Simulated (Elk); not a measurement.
# Collinear magnetic orders of CrIr3 with Elk, part 3 of 3

Aim: find out whether CrIr3 carries moments, and which collinear order costs least.

Elk 11.2.3 (patched build); LDA (Perdew-Wang); all-electron APW+lo, Dirac cores, scalar-relativistic bands.

So far, largest spin moment in the muffin-tin sphere (μB): step 2 (order 1, typed as ferro +) 1.45; step 3 (start 2: antiferro q=(1/2,1/2,1/2) +-) 1.14.

## (6) Spin–orbit coupling

Level of this step: LDA (Perdew-Wang); all-electron APW+lo, Dirac cores, scalar-relativistic bands with second-variational spin-orbit coupling (Elk).

Orbital moments arise only with spin–orbit coupling, and measured moments hold them.

The run goes on from the saved lowest state, with the moments along the z axis of the cell.

elk.in

```
tasks
  1
  15

xctype
  3

rgkmax
  7.0

nempty
  8

swidth
  0.003

reducebf
  0.5

epsengy
  1e-05

maxscl
  100

lmaxi
  3

spinpol
  .true.

spinorb
  .true.

cmagz
  .true.

sppath
  './'

avec
  7.20767511283 0.00000000000 0.00000000000
  0.00000000000 7.20767511283 0.00000000000
  0.00000000000 0.00000000000 7.20767511283

atoms
  2
  'Cr.in'
  1
  0.0000000000 0.0000000000 0.0000000000   0.000000 0.000000 -0.000187
  'Ir.in'
  3
  0.0000000000 0.5000000000 0.5000000000   0.000000 0.000000 0.000000
  0.5000000000 0.5000000000 0.0000000000   0.000000 0.000000 0.000000
  0.5000000000 0.0000000000 0.5000000000   0.000000 0.000000 0.000000

ngridk
  6 6 6
```

Started as:

```bash
OMP_NUM_THREADS=4 elk
```

Numbers of over 12 decimals in the logs are rounded to 6 here.

The program printed:

```text
Warning(gndstate): core states of species 2 leak from the muffin-tin :   0.9969059543E-03
Warning(chksvso): spin-orbit splittings by the second variation are low [figures from our tests cut]: local-orbitals by j (lorbdm 7 and 8, zora) mend levels alone
Warning(init1): few empty states an atom for a second variation :    8.000000000
 they are its basis, with spin, DFT+U, afieldc (12 by default), in Hartree-Fock and RDMFT; 30 and more for pressures

--- INFO.OUT ---
┌─────────────────────────┐
│ Elk code version 11.2.3 │
└─────────────────────────┘

All units are atomic (Hartree, Bohr, etc.)

┌──────────────────────────────────────────┐
│ Ground-state run resuming from STATE.OUT │
└──────────────────────────────────────────┘

Lattice vectors :
   7.207675113       0.000000000       0.000000000
   0.000000000       7.207675113       0.000000000
   0.000000000       0.000000000       7.207675113

Species : 1 (Cr)
 parameters loaded from : Cr.in
 name : chromium
 nuclear charge    :   -24.00000000
 electronic charge :    24.00000000
 atomic mass :    94783.09202
 muffin-tin radius :    2.400000000
 number of radial points in muffin-tin :    497
 inner part over the whole radius :   0.9857795597E-02
 number on inner part of muffin-tin    :    350
 approximate nuclear radius :   0.6987106690E-04
 number of mesh points to nuclear radius :    165
 atomic positions (lattice), magnetic fields (Cartesian) :
  1 :   0.00000000  0.00000000  0.00000000    0.00000000  0.00000000  0.00000000

Species : 2 (Ir)
 parameters loaded from : Ir.in
 name : iridium
 nuclear charge    :   -77.00000000
 electronic charge :    77.00000000
 atomic mass :    350390.1562
 muffin-tin radius :    2.523297974
 number of radial points in muffin-tin :    697
 inner part over the whole radius :   0.9909484149E-02
 number on inner part of muffin-tin    :    499
 approximate nuclear radius :   0.1024342351E-03
 number of mesh points to nuclear radius :    263
 atomic positions (lattice), magnetic fields (Cartesian) :
  1 :   0.00000000  0.50000000  0.50000000    0.00000000  0.00000000  0.00000000
  2 :   0.50000000  0.50000000  0.00000000    0.00000000  0.00000000  0.00000000
  3 :   0.50000000  0.00000000  0.50000000    0.00000000  0.00000000  0.00000000

Total number of atoms per unit cell :    4
Total muffin-tin volume :    259.7961487
 ratio of muffin-tin to unit cell volume :   0.6938204578

Spin treatment :
 spin-polarised
 spin-orbit coupling
 global magnetic field (Cartesian) :    0.000000000       0.000000000       0.000000000
 collinear magnetisation in z-direction

Number of Bravais lattice symmetries :   48
Number of crystal symmetries         :    8
Crystal has inversion symmetry
Real symmetric eigensolver will be used

k-point grid :      6     6     6
k-point offset :    0.000000000       0.000000000       0.000000000
k-point set is reduced with full crystal symmetry group
Total number of k-points :       44

Muffin-tin radius times maximum |G+k| :    7.000000000
 using average radius
Maximum |G+k| for APW functions       :    2.808455157
Maximum (1/2)|G+k|²                   :    3.943710183
Maximum |G| for potential and density :    12.00000000
Constant for pseudocharge density :    8
 order of it for each species :   15  15
 order of it for pair densities of each species (exact exchange by exxq0 0: 15) :    9  10
Radial integration step length :    1

G-vector grid sizes :     28    28    28
Number of G-vectors :    11019

Maximum angular momentum used for
 APW functions            :    8
 outer part of muffin-tin :    6
 inner part of muffin-tin :    3

Number of empty states         :     32
Total number of valence states :    166
Total number of core states    :    154

Third-order local-orbitals added for an l without core states : T
Total number of local-orbitals :    137

Exchange-correlation functional :      3     0     0
 Perdew-Wang/Ceperley-Alder, Phys. Rev. B 45, 13244 (1992)
 gradient requirement :    0
 local density approximation (LDA)

Smearing type :    3
 Fermi-Dirac
Smearing width :   0.3000000000E-02
Effective electronic temperature (K) :    947.3250744

Mixing type :    3
 Broyden mixing, J. Phys. A: Math. Gen. 17, L317 (1984)

Potential read in from STATE.OUT

┌──────────────────────────────┐
│ Self-consistent loop started │
└──────────────────────────────┘

[... earlier loops left out ...]

┌──────────────────┐
│ Loop number : 19 │
└──────────────────┘

Energies :
 Fermi                       :     0.448824
 sum of occupied eigenvalues :     -33458.884866828
 electron kinetic            :      62071.092284258
 core electron kinetic       :      59668.620187204
 Coulomb                     :     -115600.40699839
 Coulomb potential           :     -94117.827352279
 nuclear-nuclear             :     -5499.8950442951
 electron-nuclear            :     -126231.86310265
 Hartree                     :      16131.351148558
 Madelung                    :     -68541.493322251
 xc potential                :     -1412.1106942532
 xc effective B-field        :    -0.39104657787643E-01
 external B-field            :      0.000000
 exchange                    :     -1037.7798819832
 correlation                 :     -26.125318384089
 electron entropic           :    -0.33212311657711E-02
 total energy                :     -54593.223235731
 (external B-field energy excluded from total)

Density of states at Fermi energy :    119.7683897
 (states/Hartree/unit cell)

Estimated indirect band gap :   0.6098162843E-03
 from k-point 22 to k-point 35
Estimated direct band gap   :   0.2272798604E-02
 at k-point 25

Charges :
 core                        :    154.0000000
 valence                     :    101.0000000
 interstitial                :    5.113987032
 muffin-tins (core leakage)
  species : 1 (Cr)
   atom 1                    :    22.87350780     ( -0.3576940330E-05)
  species : 2 (Ir)
   atom 1                    :    75.67084045     (  0.9969059543E-03)
   atom 2                    :    75.67082427     (  0.9968970352E-03)
   atom 3                    :    75.67084045     (  0.9969059543E-03)
 total in muffin-tins        :    249.8860130
 total calculated charge     :    254.9955641
 total charge                :    255.0000000
 error                       :   0.4435924513E-02

Moments :
 interstitial                :   0.4153745196E-01
 muffin-tins
  species : 1 (Cr)
   atom 1                    :    1.489567566
  species : 2 (Ir)
   atom 1                    :  -0.1178771822
   atom 2                    :  -0.1149921857
   atom 3                    :  -0.1178771822
 total in muffin-tins        :    1.138821016
 total moment                :    1.180358468

┌──────────────────────────────┐
│ Self-consistent loop stopped │
└──────────────────────────────┘

Warning : core states of species 2 leak from the muffin-tin :   0.9969059543E-03

Wrote STATE.OUT
```

Run time: 3.9 min. Hardware: 4 threads of Arm Neoverse V1, shared host; peak memory 0.49 GiB; 15 min of CPU time.

Spin moment in the muffin-tin sphere by atom:

```
atom  spin moment in the muffin-tin sphere (μB)
 Cr1                                       1.49
 Ir2                                      -0.12
 Ir3                                      -0.11
 Ir4                                      -0.12
```

Read from the output:

```
density of states at the Fermi level : 4.401 states/eV/cell
moment between the spheres           : 0.04154 μB
magnetization                        : 1.180 μB
final state                          : ferromagnetic
```

Orbital moment <L> in the sphere by atom:

```
atom  x (μB)  y (μB)   z (μB)    size
 Cr1  0.0000  0.0000   0.0614  0.0614
 Ir2  0.0000  0.0000  -0.0316  0.0316
 Ir3  0.0000  0.0000  -0.0433  0.0433
 Ir4  0.0000  0.0000  -0.0316  0.0316
```

## (7) Outcome

```
lowest state found                                                   : ferromagnetic (typed ferro +)
largest site moment                                                  : 1.45 μB
next state                                                           : antiferromagnetic, 56.4 meV a seeded atom higher
energy gained by spin polarisation                                   : 70.5 meV a seeded atom
with spin–orbit coupling: largest spin moment and its orbital moment : 1.49 and 0.0614 μB
```

**Reading.** The lowest state found is ferromagnetic, reached from the start ferro +, with moments up to 1.45 μB. The next state costs 56 meV a seeded atom. The orbital moment is parallel to the spin. Only 3 starts are shown; other collinear patterns, canted and longer-period orders are not.

[Logs and program files are shortened in this print: banners, set-up blocks, solver, clock and traceback lines can be left out without a mark of their own.]

[Logs are printed without paths, hosts, clocks, repeated set-up lines and the standing remarks that a program may print on its own settings, such as how far it seeks lower states.]

[Hosts, paths, dates, database ids (printed as entryN), source tags and the programs' standing remarks are cut or masked in the printed files.]

[Where a cell is said to come from a database of computed structures, the database is the Materials Project.]
